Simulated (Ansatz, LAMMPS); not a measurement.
# Amorphous HfO2 at 8.35 g/cm^3 (84 atoms): relaxation and levels of theory

Which bonds does the relaxation leave, and how do the Kohn-Sham gap, forces and pressure change with k-mesh and functional?

Calculated with Ansatz 0.2.0: Kohn-Sham DFT, PBE, PAW (set soft_2), plane waves; cutoff 420 eV, Γ point, fermi-dirac smearing of 0.025 eV.

**The cell**

Density at the start: 8.35 g/cm³. The cell holds 84 atoms: 28 Hf and 56 O. Cell: a = 10.544 Å, b = 10.544 Å, c = 10.544 Å, α = 90.0°, β = 90.0°, γ = 90.0°. 84 atoms (28 Zr, 56 O) placed at random at 4.89 g/cm³, melted at 5000 K for 10 ps at fixed volume with the Morse and Coulomb pair potential with partial charges (Pedone, Malavasi, Menziani, Cormack and Segre, J. Phys. Chem. B 110, 11780 (2006)). Quenched from 5000 K to 300 K at 50 K/ps and fixed volume, held 5 ps, then minimised at fixed cell. Then Zr was replaced by Hf at the same volume (the potential has no terms for Hf, so the cell is a start for a DFT relaxation).

The atoms were relaxed with PBE. The walk converged after 14 steps, with a largest force component of 0.0334 eV/Å; it began at an r.m.s. force component of 0.43 eV/Å. The energy fell by 27.4 meV an atom.

The input of the reference single point:

```yaml
crystal:
  lattice:
    - [10.5436, 0.0, 0.0]
    - [0.0, 10.5436, 0.0]
    - [0.0, 0.0, 10.5436]
  atoms:
    - { symbol: Hf, position: [0.65538, 0.27658, 0.32675] }
    - { symbol: Hf, position: [0.97697, 0.69008, 0.91049] }
    - { symbol: Hf, position: [0.03085, 0.07906, 0.41148] }
    - { symbol: Hf, position: [0.73397, 0.89093, 0.32101] }
    [... 78 atom lines left out ...]
    - { symbol: O, position: [0.38316, 0.67615, 0.26075] }
    - { symbol: O, position: [0.58261, 0.57503, 0.55445] }
kpoints:
  mp_grid: { grid: [1, 1, 1] }
hamiltonian:
  xc: pbe
scf:
  occupations: { method: fermi_dirac, width: 0.025 }
output:
  forces: true
  stress: true
  populations: true
  dos:
    method: { smearing: { sigma: 0.08 } }
    de: 0.05
    projected: { site_lists: { Hf: [Hf], O: [O] } }
  eigenvalues: true
  write_density: true
  write_potential: true
  volumetric_format: npy
```

**Bonds after relaxation**

Bonds by pair of elements; cutoffs follow the first minimum of g(r), held within bounds set by covalent radii, and pairs that aren't listed don't count as bonded:

| pair A-B | cutoff (Å) | bonds | mean length (Å) | spread (Å) | shortest (Å) | B about A | A about B |
| --- | --- | --- | --- | --- | --- | --- | --- |
| O-Hf | 2.82 | 165 | 2.13 | 0.124 | 1.92 | 2.95 | 5.89 |

How many atoms have how many bonded neighbours:

| element | mean | 2 | 3 | 4 | 5 | 6 | 7 | 8 |
| --- | --- | --- | --- | --- | --- | --- | --- | --- |
| Hf | 5.89 | 0 | 0 | 0 | 7 | 18 | 2 | 1 |
| O | 2.95 | 7 | 45 | 4 | 0 | 0 | 0 | 0 |

**Levels of theory**

Single points at the relaxed geometry:

| functional | k-mesh | Kohn-Sham gap (eV) | pressure (GPa) | r.m.s. force component (eV/Å) | SCF cycles | time |
| --- | --- | --- | --- | --- | --- | --- |
| PBE | 1×1×1 | 3.901 | -3.47 | 0.008 | 11 | 44 s |
| PBE | 2×2×2 | 3.874 | -3.48 | 0.015 | 11 | 7.1 min |
| HSE06 | 1×1×1 | 5.397 | -7.87 | 0.103 | 25 | 13 min |
| r2SCAN | 1×1×1 | 4.347 | -8.04 | 0.070 | 11 | 87 s |
| PBEsol | 1×1×1 | 3.812 | -8.98 | 0.080 | 12 | 40 s |

The gap is that between the highest filled and lowest empty Kohn-Sham level on the run's k-points. Cutoffs: 420 eV for PBE, HSE06 and PBEsol; 500 eV for r2SCAN. Times come from shared hosts and are rough.

**Findings**

By these cutoffs 64 % of Hf atoms have 6 and 80 % of O atoms have 3 neighbours. The Kohn-Sham gap is 3.90 eV with PBE on the 1×1×1 mesh and 3.87 eV on 2×2×2. On the 1×1×1 mesh HSE06 changes the gap by +1.50 eV against PBE. Carrying that shift over to the 2×2×2 mesh gives 3.87 + 1.50 = 5.37 eV, an estimate that takes the shift to be alike at all k-points. On the reference's mesh the gap changes with r2SCAN by +0.45 eV and PBEsol by -0.09 eV. Against the reference the pressure changes with HSE06 by -4.4 GPa, r2SCAN by -4.6 GPa and PBEsol by -5.5 GPa; a negative change means a smaller volume than PBE would take. The denser mesh moves the energy by -0.9 meV/atom and the pressure by -0.00 GPa.

Limits: All single points share the geometry relaxed with PBE. The density was set when the cell was made, as one point of a scan, and needn't be that of the real material. One sample; tail or defect levels can set the gap of a disordered cell. The quench rate of 50 K/ps is many orders above laboratory rates, so the cell is likely richer in defects and strain than a real sample. The network of bonds at the start is that of the classical potential that made the cell, and needn't be the one that DFT or experiment would give. Spin–orbit coupling is left out, which matters for the levels of the heavy elements. In some runs the program notes that it cut back its work space to fit the memory limit, the exchange threshold is loose for the stress and the SCF threshold is loose for the stress.

[Logs are printed without paths, hosts, clocks, repeated set-up lines and the standing remarks that a program may print on its own settings, such as how far it seeks lower states.]

[Hosts, paths, dates, database ids (printed as entryN), source tags and the programs' standing remarks are cut or masked in the printed files.]
